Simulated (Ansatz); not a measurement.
**Ba on Cu(100): change of the work function**

Wanted: Δφ(θ) for Ba/Cu(100), starting from the hollow site.

Main program and level: Ansatz 0.2.0; plane-wave DFT, PBE, Ansatz PAW.

### 1. Set-up

The cell holds 4 atoms: 4 Cu. Cell: a = 2.553 Å, b = 2.553 Å, c = 23.415 Å, α = 90.0°, β = 90.0°, γ = 90.0°. Vacuum lies along c.

### 2. The clean slab

The bare slab comes first, as the zero from which every change is counted. The two lowest layers are held at bulk places and the upper ones relax. The dipole correction removes the false field that a one-sided slab makes across the periodic vacuum, so each face gets a flat vacuum level of its own.

File input.yaml:

```yaml
crystal:
  lattice:
    - [2.5526554801, 0.0, 0.0]
    - [0.0, 2.5526554801, 0.0]
    - [0.0, 0.0, 23.415]
  atoms:
    - { symbol: Cu, position: [0.5, 0.5, 0.3843689942] }
    - { symbol: Cu, position: [0.0, 0.0, 0.4614563314] }
    - { symbol: Cu, position: [0.5, 0.5, 0.5385436686] }
    - { symbol: Cu, position: [0.0, 0.0, 0.6156310058] }
kpoints:
  mp_grid: { grid: [12, 12, 1] }
hamiltonian:
  xc: pbe
scf:
  occupations: { method: fermi_dirac, width: 0.1 }
  convergence: { dr2_threshold: 1.0e-08 }
efield:
  axis: 3
  dipole_correction: true
  ramp_position: 0.97
  ramp_width: 0.06
relax:
  f_tol: 0.02
  max_steps: 60
  constraints: [{ sites: [0, 1] }]
output:
  write_potential: true
  write_density: true
  volumetric_format: npy
```

Command:

```sh
$ ansatz run input.yaml --threads 4 --pin off --max-ram 16384MiB --backend cpu --events-out ev --progress --plain --runs-dir out
```

Numbers of over 12 decimals in the logs are rounded to 6 here.

What it wrote:

```text
Engine: ansatz 0.2.0, aarch64-unknown-linux-gnu
Pseudopotentials: kind: paw
Pseudopotential: Cu, paw, valence charge 19, recommended cutoff 420 eV (normal), Cu.paw.azcp
Functional definition: PBE
  parameter kappa = 0.804
  parameter beta = 0.066725
  exchange = pbe_x(kappa = kappa, mu = beta*pi^2/3)
  correlation = pbe_c(beta = beta)
Crystal: 4 atoms, lattice volume = 152.573 Å³
Basis set: ecut = 420 eV, 3011 PW (Γ), exchange–correlation on 36×36×320 points (8 copies of the dense FFT grid, shifted against one another)
Bands: 46, of which v1, the nominal top of the filled ones, is band 38 counted from 1 (37 counted from 0)
Symmetry: 8 space group operations
k-points: 28 of 144
Non-local potential: Cu, projectors of the file, l = 0: 3, l = 1: 2, l = 2: 3, l = 3: 1
PAW form: soft (Blöchl's): semilocal exchange-correlation on the pseudo side does not see the compensation charge
PAW one-centre angular grid: Cu, 590 points (default); XC on 64 Gauss nodes
Initial density: superposition of atomic densities (neutral atoms: chi_scale 0, normalization atom), corrected by the library's trained network
Initial wavefunctions: pseudopotential atomic-orbital guess
Functional: x = pbe(κ = 0.804, μ = 0.219515), c = pbe(β = 0.066725)
SCF iter   1: F=—  HF=-26499.487320 eV  |F-HF|=—  |Δ(HF+E_count)|=         —  Δρ=1.44e-3  dr2=1.11e-2  ethr=1.77e-3  p=-0.000 e·Å  D=-7.17e-15 V/Å  ΔV_dip=0.00 eV  dr2_dipole=9.36e-9  V_vac-E_F(+/−)=4.49/4.49 eV  ⟨swp⟩=8.7  Hψ=5648  notcnv=0  defer=4
efield: sawtooth ramp at fractional position 0.9700 (set: `efield.ramp_position`, or a place that a band, a saddle search or an elastic batch's reference lends), width 0.0600; the density the first Hamiltonian is built on has a dipole p = -0.000 e·Å; the dipole correction subtracts the counter field D = -7.17e-15 V/Å, which shifts the + side's vacuum level by +0.00 eV against the − side's; the planar-averaged density in the ramp window peaks in size at 3.2e-5 e/Å³
preconditioner: auto → LDOS  [metal: Δε(μ)=0.060 eV  Ē_g=8.062 eV  σ=0.100 eV  W_gap=0.15  n_scr=18 (ndim 8)  ℏωp=19.9 eV  f_vac=0.639  D(μ)=1.29/eV (n_scr^D=8)  β→1.0]
SCF iter   2: F=—  HF=-26499.492234 eV  |F-HF|=—  |Δ(HF+E_count)|=   4.91e-3  Δρ=1.83e-3  dr2=4.23e-3  ethr=1.46e-5  p=-0.000 e·Å  D=-6.15e-6 V/Å  ΔV_dip=0.00 eV  dr2_dipole=8.99e-8  V_vac-E_F(+/−)=4.58/4.58 eV  ⟨swp⟩=2.9  Hψ=2867  notcnv=0  defer=39
SCF iter   3: F=—  HF=-26499.491934 eV  |F-HF|=—  |Δ(HF+E_count)|=   3.00e-4  Δρ=1.46e-3  dr2=1.64e-3  ethr=5.57e-6  p=-0.000 e·Å  D=-3.99e-5 V/Å  ΔV_dip=0.00 eV  dr2_dipole=2.09e-7  V_vac-E_F(+/−)=4.57/4.57 eV  ⟨swp⟩=2.5  Hψ=2210  notcnv=0  defer=39
SCF iter   4: F=—  HF=-26499.491508 eV  |F-HF|=—  |Δ(HF+E_count)|=   4.25e-4  Δρ=1.91e-4  dr2=1.24e-4  ethr=2.16e-6  p=0.000 e·Å  D=2.29e-5 V/Å  ΔV_dip=-0.00 eV  dr2_dipole=3.76e-9  V_vac-E_F(+/−)=4.57/4.57 eV  ⟨swp⟩=2.0  Hψ=1832  notcnv=0  defer=39
SCF iter   5: F=—  HF=-26499.491515 eV  |F-HF|=—  |Δ(HF+E_count)|=   6.70e-6  Δρ=1.10e-4  dr2=2.44e-5  ethr=1.63e-7  p=-0.000 e·Å  D=-1.13e-5 V/Å  ΔV_dip=0.00 eV  dr2_dipole=1.49e-9  V_vac-E_F(+/−)=4.58/4.58 eV  ⟨swp⟩=2.1  Hψ=1761  notcnv=0  defer=39
SCF iter   6: F=—  HF=-26499.491522 eV  |F-HF|=—  |Δ(HF+E_count)|=   7.00e-6  Δρ=1.05e-4  dr2=1.04e-5  ethr=3.21e-8  p=0.000 e·Å  D=2.18e-5 V/Å  ΔV_dip=-0.00 eV  dr2_dipole=1.22e-8  V_vac-E_F(+/−)=4.58/4.58 eV  ⟨swp⟩=2.0  Hψ=1843  notcnv=0  defer=39
SCF iter   7: F=—  HF=-26499.491515 eV  |F-HF|=—  |Δ(HF+E_count)|=   7.04e-6  Δρ=2.78e-5  dr2=8.10e-7  ethr=1.37e-8  p=0.000 e·Å  D=4.93e-6 V/Å  ΔV_dip=-0.00 eV  dr2_dipole=2.35e-11  V_vac-E_F(+/−)=4.58/4.58 eV  ⟨swp⟩=2.1  Hψ=1733  notcnv=0  defer=39
SCF iter   8: F=—  HF=-26499.491526 eV  |F-HF|=—  |Δ(HF+E_count)|=   1.13e-5  Δρ=2.01e-5  dr2=4.10e-7  ethr=1.07e-9  p=0.000 e·Å  D=3.53e-6 V/Å  ΔV_dip=-0.00 eV  dr2_dipole=2.39e-9  V_vac-E_F(+/−)=4.58/4.58 eV  ⟨swp⟩=2.0  Hψ=1851  notcnv=0  defer=39
SCF iter   9: F=—  HF=-26499.491526 eV  |F-HF|=—  |Δ(HF+E_count)|=   1.27e-7  Δρ=8.58e-6  dr2=8.09e-8  ethr=5.39e-10  p=0.000 e·Å  D=5.33e-7 V/Å  ΔV_dip=-0.00 eV  dr2_dipole=3.71e-10  V_vac-E_F(+/−)=4.58/4.58 eV  ⟨swp⟩=2.0  Hψ=1812  notcnv=0  defer=39
SCF iter  10: F=-26499.491526 eV  HF=-26499.491526 eV  |F-HF|=5.55e-8  |Δ(HF+E_count)|=   3.77e-8  Δρ=1.16e-6  dr2=1.64e-9  ethr=1.32e-11  p=0.000 e·Å  D=2.47e-7 V/Å  ΔV_dip=-0.00 eV  dr2_dipole=7.83e-12  V_vac-E_F(+/−)=4.58/4.58 eV  ⟨swp⟩=8.1  Hψ=9194  notcnv=0
SCF 1 converged in 10 iterations: F = -26499.491526 eV  dr2 = 1.64e-9
  greatest PAW one-centre occupation: 1.000 electrons in one spin orbital (limit 2), on the Cu atom at site 3 (counted from 0), in its partial waves of l = 0
relax step   1: F+E_penalty+E_count = -26499.49152650 eV  Δ(F+E_penalty+E_count) = +0.000e0 eV  max|allowed force component| = 2.181e-1 eV/Å  Δτ_max = 0.0000 Å  (10 SCF iters, accepted)
Initial density: handed on by an earlier stage of this run
Initial wavefunctions: those handed on with the density
iter 1 solved again at ethr=4.94e-7 eV; its pass at ethr=3.10e-3 eV (dr2=3.76e-4 eV) is discarded
SCF iter   1: F=—  HF=-26499.493642 eV  |F-HF|=—  |Δ(HF+E_count)|=         —  Δρ=7.18e-4  dr2=3.81e-4  ethr=4.94e-7  p=0.000 e·Å  D=6.55e-7 V/Å  ΔV_dip=-0.00 eV  dr2_dipole=5.33e-7  V_vac-E_F(+/−)=4.58/4.58 eV  ⟨swp⟩=2.8  Hψ=4247  notcnv=0  defer=52
efield: sawtooth ramp at fractional position 0.9700 (set: `efield.ramp_position`, or a place that a band, a saddle search or an elastic batch's reference lends), width 0.0600; the density the first Hamiltonian is built on has a dipole p = 0.000 e·Å; the dipole correction subtracts the counter field D = 6.55e-7 V/Å, which shifts the + side's vacuum level by -0.00 eV against the − side's; the planar-averaged density in the ramp window peaks in size at 2.3e-5 e/Å³
preconditioner: auto → LDOS  [metal: Δε(μ)=0.090 eV  Ē_g=8.129 eV  σ=0.100 eV  W_gap=0.22  n_scr=18 (ndim 8)  ℏωp=19.9 eV  f_vac=0.638  D(μ)=1.28/eV (n_scr^D=8)  β→1.0]
SCF iter   2: F=—  HF=-26499.493463 eV  |F-HF|=—  |Δ(HF+E_count)|=   1.80e-4  Δρ=1.93e-4  dr2=8.92e-5  ethr=4.94e-7  p=0.000 e·Å  D=2.69e-4 V/Å  ΔV_dip=-0.01 eV  dr2_dipole=1.27e-5  V_vac-E_F(+/−)=4.58/4.58 eV  ⟨swp⟩=2.1  Hψ=2198  notcnv=0  defer=52
SCF iter   3: F=—  HF=-26499.493458 eV  |F-HF|=—  |Δ(HF+E_count)|=   4.73e-6  Δρ=1.84e-4  dr2=3.53e-5  ethr=1.17e-7  p=0.000 e·Å  D=1.03e-4 V/Å  ΔV_dip=-0.00 eV  dr2_dipole=5.88e-7  V_vac-E_F(+/−)=4.58/4.58 eV  ⟨swp⟩=2.0  Hψ=1859  notcnv=0  defer=52
SCF iter   4: F=—  HF=-26499.493455 eV  |F-HF|=—  |Δ(HF+E_count)|=   2.82e-6  Δρ=9.12e-5  dr2=8.65e-6  ethr=4.64e-8  p=0.000 e·Å  D=1.63e-4 V/Å  ΔV_dip=-0.00 eV  dr2_dipole=1.04e-7  V_vac-E_F(+/−)=4.58/4.58 eV  ⟨swp⟩=2.0  Hψ=1849  notcnv=0  defer=52
SCF iter   5: F=—  HF=-26499.493458 eV  |F-HF|=—  |Δ(HF+E_count)|=   3.12e-6  Δρ=2.20e-5  dr2=5.03e-7  ethr=1.14e-8  p=0.000 e·Å  D=1.56e-4 V/Å  ΔV_dip=-0.00 eV  dr2_dipole=1.16e-8  V_vac-E_F(+/−)=4.58/4.58 eV  ⟨swp⟩=2.0  Hψ=1786  notcnv=0  defer=52
SCF iter   6: F=—  HF=-26499.493458 eV  |F-HF|=—  |Δ(HF+E_count)|=   2.31e-7  Δρ=1.23e-5  dr2=1.50e-7  ethr=6.62e-10  p=0.000 e·Å  D=1.63e-4 V/Å  ΔV_dip=-0.00 eV  dr2_dipole=2.72e-9  V_vac-E_F(+/−)=4.58/4.58 eV  ⟨swp⟩=2.0  Hψ=1850  notcnv=0  defer=52
SCF iter   7: F=-26499.493458 eV  HF=-26499.493458 eV  |F-HF|=7.91e-9  |Δ(HF+E_count)|=   8.22e-8  Δρ=2.24e-6  dr2=5.36e-9  ethr=1.32e-11  p=0.000 e·Å  D=1.65e-4 V/Å  ΔV_dip=-0.00 eV  dr2_dipole=5.96e-12  V_vac-E_F(+/−)=4.58/4.58 eV  ⟨swp⟩=8.1  Hψ=9402  notcnv=0
SCF 2 converged in 7 iterations: F = -26499.493458 eV  dr2 = 5.36e-9
  greatest PAW one-centre occupation: 1.000 electrons in one spin orbital (limit 2), on the Cu atom at site 0 (counted from 0), in its partial waves of l = 0
relax step   2: F+E_penalty+E_count = -26499.49345845 eV  Δ(F+E_penalty+E_count) = -1.932e-3 eV  max|allowed force component| = 1.395e-1 eV/Å  Δτ_max = 0.0117 Å  (7 SCF iters, accepted)
SCF iter   1: F=—  HF=-26499.495296 eV  |F-HF|=—  |Δ(HF+E_count)|=         —  Δρ=1.19e-3  dr2=9.92e-4  ethr=1.36e-5  p=0.000 e·Å  D=1.65e-4 V/Å  ΔV_dip=-0.00 eV  dr2_dipole=3.18e-9  V_vac-E_F(+/−)=4.58/4.58 eV  ⟨swp⟩=3.2  Hψ=3121  notcnv=0  defer=52
efield: sawtooth ramp at fractional position 0.9700 (set: `efield.ramp_position`, or a place that a band, a saddle search or an elastic batch's reference lends), width 0.0600; the density the first Hamiltonian is built on has a dipole p = 0.000 e·Å; the dipole correction subtracts the counter field D = 1.65e-4 V/Å, which shifts the + side's vacuum level by -0.00 eV against the − side's; the planar-averaged density in the ramp window peaks in size at 2.2e-5 e/Å³
preconditioner: auto → LDOS  [metal: Δε(μ)=0.088 eV  Ē_g=8.129 eV  σ=0.100 eV  W_gap=0.21  n_scr=18 (ndim 8)  ℏωp=19.9 eV  f_vac=0.638  D(μ)=1.29/eV (n_scr^D=8)  β→1.0]
SCF iter   2: F=—  HF=-26499.494825 eV  |F-HF|=—  |Δ(HF+E_count)|=   4.71e-4  Δρ=3.85e-4  dr2=2.55e-4  ethr=1.31e-6  p=0.000 e·Å  D=5.86e-4 V/Å  ΔV_dip=-0.01 eV  dr2_dipole=3.47e-5  V_vac-E_F(+/−)=4.57/4.58 eV  ⟨swp⟩=2.0  Hψ=2546  notcnv=0  defer=52
SCF iter   3: F=—  HF=-26499.494799 eV  |F-HF|=—  |Δ(HF+E_count)|=   2.58e-5  Δρ=4.05e-4  dr2=1.71e-4  ethr=3.36e-7  p=0.000 e·Å  D=4.58e-4 V/Å  ΔV_dip=-0.01 eV  dr2_dipole=3.20e-6  V_vac-E_F(+/−)=4.57/4.58 eV  ⟨swp⟩=2.2  Hψ=2080  notcnv=0  defer=52
SCF iter   4: F=—  HF=-26499.494776 eV  |F-HF|=—  |Δ(HF+E_count)|=   2.40e-5  Δρ=6.85e-5  dr2=6.36e-6  ethr=2.25e-7  p=0.000 e·Å  D=4.56e-4 V/Å  ΔV_dip=-0.01 eV  dr2_dipole=2.49e-7  V_vac-E_F(+/−)=4.57/4.58 eV  ⟨swp⟩=2.0  Hψ=1803  notcnv=0  defer=52
SCF iter   5: F=—  HF=-26499.494796 eV  |F-HF|=—  |Δ(HF+E_count)|=   2.04e-5  Δρ=2.59e-5  dr2=9.69e-7  ethr=8.37e-9  p=0.000 e·Å  D=4.76e-4 V/Å  ΔV_dip=-0.01 eV  dr2_dipole=9.11e-8  V_vac-E_F(+/−)=4.57/4.58 eV  ⟨swp⟩=2.9  Hψ=1992  notcnv=0  defer=52
SCF iter   6: F=—  HF=-26499.494796 eV  |F-HF|=—  |Δ(HF+E_count)|=   1.95e-7  Δρ=7.49e-6  dr2=6.43e-8  ethr=1.27e-9  p=0.000 e·Å  D=4.75e-4 V/Å  ΔV_dip=-0.01 eV  dr2_dipole=4.70e-9  V_vac-E_F(+/−)=4.57/4.58 eV  ⟨swp⟩=2.0  Hψ=1717  notcnv=0  defer=52
SCF iter   7: F=—  HF=-26499.494796 eV  |F-HF|=—  |Δ(HF+E_count)|=   2.25e-7  Δρ=3.81e-6  dr2=1.47e-8  ethr=1.32e-11  p=0.000 e·Å  D=4.89e-4 V/Å  ΔV_dip=-0.01 eV  dr2_dipole=1.12e-10  V_vac-E_F(+/−)=4.57/4.58 eV  ⟨swp⟩=9.8  Hψ=9018  notcnv=0
SCF iter   8: F=—  HF=-26499.494796 eV  |F-HF|=—  |Δ(HF+E_count)|=   7.59e-8  Δρ=3.61e-6  dr2=1.52e-8  ethr=1.32e-11  p=0.000 e·Å  D=4.94e-4 V/Å  ΔV_dip=-0.01 eV  dr2_dipole=3.72e-10  V_vac-E_F(+/−)=4.57/4.58 eV  ⟨swp⟩=9.1  Hψ=8386  notcnv=0
SCF iter   9: F=-26499.494796 eV  HF=-26499.494796 eV  |F-HF|=1.08e-9  |Δ(HF+E_count)|=   1.26e-8  Δρ=1.23e-6  dr2=2.58e-9  ethr=1.32e-11  p=0.000 e·Å  D=4.96e-4 V/Å  ΔV_dip=-0.01 eV  dr2_dipole=1.01e-10  V_vac-E_F(+/−)=4.57/4.58 eV  ⟨swp⟩=6.8  Hψ=8438  notcnv=0
SCF 3 converged in 9 iterations: F = -26499.494796 eV  dr2 = 2.58e-9
relax step   3: F+E_penalty+E_count = -26499.49479638 eV  Δ(F+E_penalty+E_count) = -1.338e-3 eV  max|allowed force component| = 2.096e-3 eV/Å  Δτ_max = 0.0196 Å  (9 SCF iters, accepted)
NSCF: frozen V_eff on 28 k-points
the band table was solved once a step of the walk had ended and its energy, with any forces and stress, was formed, with the checks that follow a solve (6803 applications of the Hamiltonian). They found nothing against the state; the energy, forces and stress were not computed again (output.eigenvalues in the input reference)
WARN: The output density's exchange-correlation potential varies sharply where the density is thin. Do not read a vacuum level from v_tot or v_xc, or from such a field of the output density. On a cell that repeats whose density bears no net charge and no dipole along the vacuum's axis use v_es (v_loc + v_h of the components); under efield.dipole_correction with no amplitude use v_es + v_field, which holds any externa [...]
SCF converged after 9 iterations
Free energy (F): -26499.494796 eV
Harris-Foulkes:  -26499.494796 eV  (|F-HF|=1.08e-9)
Internal energy: -26499.450325 eV  (E = F + TS)
E sigma→0 (E₀):  -26499.472561 eV
Entropy (-TS):   -0.044472 eV (-11.118 meV/atom)
Fermi energy:    2.077824 eV
Dipole field:    D = 0.000480 V/Å  (p = 0.000405 e·Å, saw-weighted, corrected)
Work function:   Φ+ = 4.5707 eV   Φ− = 4.5819 eV
Levels:          The Fermi level and band energies are counted from a zero that moves with the ramp; work functions are not
--- Per-component energies (eV) ---
  E_band       = -2536.166481
  E_kinetic    = 1198.309528
  E_local      = -168854.316736  (includes V_loc(G=0)·N_el)
  E_nonlocal   = 1567.140432
  E_hartree    = 82915.850747
  E_xc         = -355.051919
  E_vxc        = -457.887175  (∫ρ·V_xc dr)
  E_paw        = -6658.907342  (= ΣΔE_a)
  E_vpaw       = -1821.114881  (= ΣTr[D̂ρ^β])
  E_aug_tail   = 0.001125  (compensation charges beyond the density's cutoff)
  E_efield     = 0.000000  (sawtooth field / dipole correction)
  E_vefield    = -0.000313  (∫n·V_field dr)
  E_ewald      = 63687.523840
  E_smearing   = -0.044472  (= −TS)
  E_closure    = -0.000000  (closes the sum)
  Σ components = -26499.494796   (vs F -26499.494796, Δ=0.00e0)
--- Forces (eV/Å), atoms counted from 1 ---
  atom   1  Cu     0.00000000     0.00000000     0.10441413
  atom   2  Cu    -0.00000000     0.00000000    -0.10661282
  atom   3  Cu     0.00000000     0.00000000     0.00010979
  atom   4  Cu     0.00000000     0.00000000     0.00209603
  max |Σ_I F_I| component: 7.12e-6 eV/Å
--- Band table (eV; the first three rows and the last of 28) ---
  k-point 0: bands = [... 34 lower, 0.3997, 0.6183, 0.6474, 0.6474, 0.6479, 1.6164, 3.1949, 6.4525, ... 4 higher]
  k-point 1: bands = [... 34 lower, 0.4671, 0.5052, 0.5494, 0.6055, 0.6780, 1.9009, 3.5303, 6.6065, ... 4 higher]
  k-point 2: bands = [... 34 lower, 0.4625, 0.4862, 0.5546, 0.6159, 0.6727, 2.5350, 4.3478, 7.0666, ... 4 higher]
  k-point 27: bands = [... 34 lower, 1.0039, 1.0231, 4.5597, 4.5597, 6.7457, 6.7457, 9.5125, 9.5174, ... 4 higher]
--- Relaxed structure (3 steps of the walk, 3 accepted, 0 SCFs on fresh bases) ---
  F+E_penalty+E_count = -26499.49479638 eV   max|allowed force component| = 2.096e-3 eV/Å
  atoms:
    - { symbol: Cu, position: [0.5, 0.5, 0.384369] }
    - { symbol: Cu, position: [0.0, 0.0, 0.461456] }
    - { symbol: Cu, position: [0.5, 0.5, 0.539882] }
    - { symbol: Cu, position: [0, 0.0, 0.615758] }
```

Run time: 19 s. Hardware: 4 threads of Arm Neoverse V1, shared host; peak memory 0.5 GiB; 72 s of CPU time.

Relaxation path:

```csv
step,energy less that of the first step (eV),largest force component (eV/Å)
1,0.0000,0.2181
2,-0.0019,0.1395
3,-0.0033,0.0021
```

Forces are held to the 8 operations that the run works with; a distortion that breaks them can't arise in this run.

The atoms that moved most (Å):

```csv
atom,dx,dy,dz,length
Cu3,0.000,0.000,0.031,0.031
```

The relaxed structure:

```cif
data_structure
_symmetry_space_group_name_H-M 'P 1'
_symmetry_Int_Tables_number 1
_cell_length_a 2.5527
_cell_length_b 2.5527
_cell_length_c 23.4150
_cell_angle_alpha 90.000
_cell_angle_beta 90.000
_cell_angle_gamma 90.000
_cell_volume 152.57
loop_
_atom_site_label
_atom_site_type_symbol
_atom_site_fract_x
_atom_site_fract_y
_atom_site_fract_z
_atom_site_occupancy
Cu1 Cu 0.50000 0.50000 0.38437 1
Cu2 Cu 0.00000 0.00000 0.46146 1
Cu3 Cu 0.50000 0.50000 0.53988 1
Cu4 Cu 0.00000 0.00000 0.61576 1
```

Numbers from this step:

```
energy at zero smearing   : -26499.4726 eV
work function, upper face : 4.571 eV
dipole along the normal   : 4.05e-4 e·Å
```

Running mean over 1.805 Å of the planar mean; the ramp of the sawtooth is left out. The electron's electrostatic potential energy less the Fermi level by z:

```csv
z (Å),electron's electrostatic potential energy less the Fermi level (eV)
3.0,4.58
3.5,4.58
4.0,4.58
4.5,4.58
5.0,4.58
5.5,4.57
6.0,4.54
6.5,4.45
7.0,4.10
7.5,2.70
8.0,-1.44
8.5,-6.20
9.0,-8.30
9.5,-8.63
10.0,-8.72
10.5,-8.78
11.0,-8.72
11.5,-8.54
12.0,-8.55
12.5,-8.77
13.0,-8.94
13.5,-9.00
14.0,-8.80
14.5,-8.20
15.0,-5.53
15.5,-0.619
16.0,3.08
16.5,4.18
17.0,4.46
17.5,4.54
18.0,4.56
18.5,4.57
19.0,4.57
19.5,4.57
20.0,4.57
```

The relaxation took 3 steps and lowered the energy by 0.0033 eV; the largest force on the free atoms ends at 0.0021 eV/Å.

The work function of the upper face is 4.57 eV.

(Continued in part 2 of 3.)

[Logs are printed without paths, hosts, clocks, repeated set-up lines and the standing remarks that a program may print on its own settings, such as how far it seeks lower states.]

[Hosts, paths, dates, database ids (printed as entryN), source tags and the programs' standing remarks are cut or masked in the printed files.]

[Maps of the electrostatic potential energy from Ansatz leave out the sawtooth potential of an applied field or a dipole correction, so their vacuum need not be flat; planar profiles and work functions include it.]
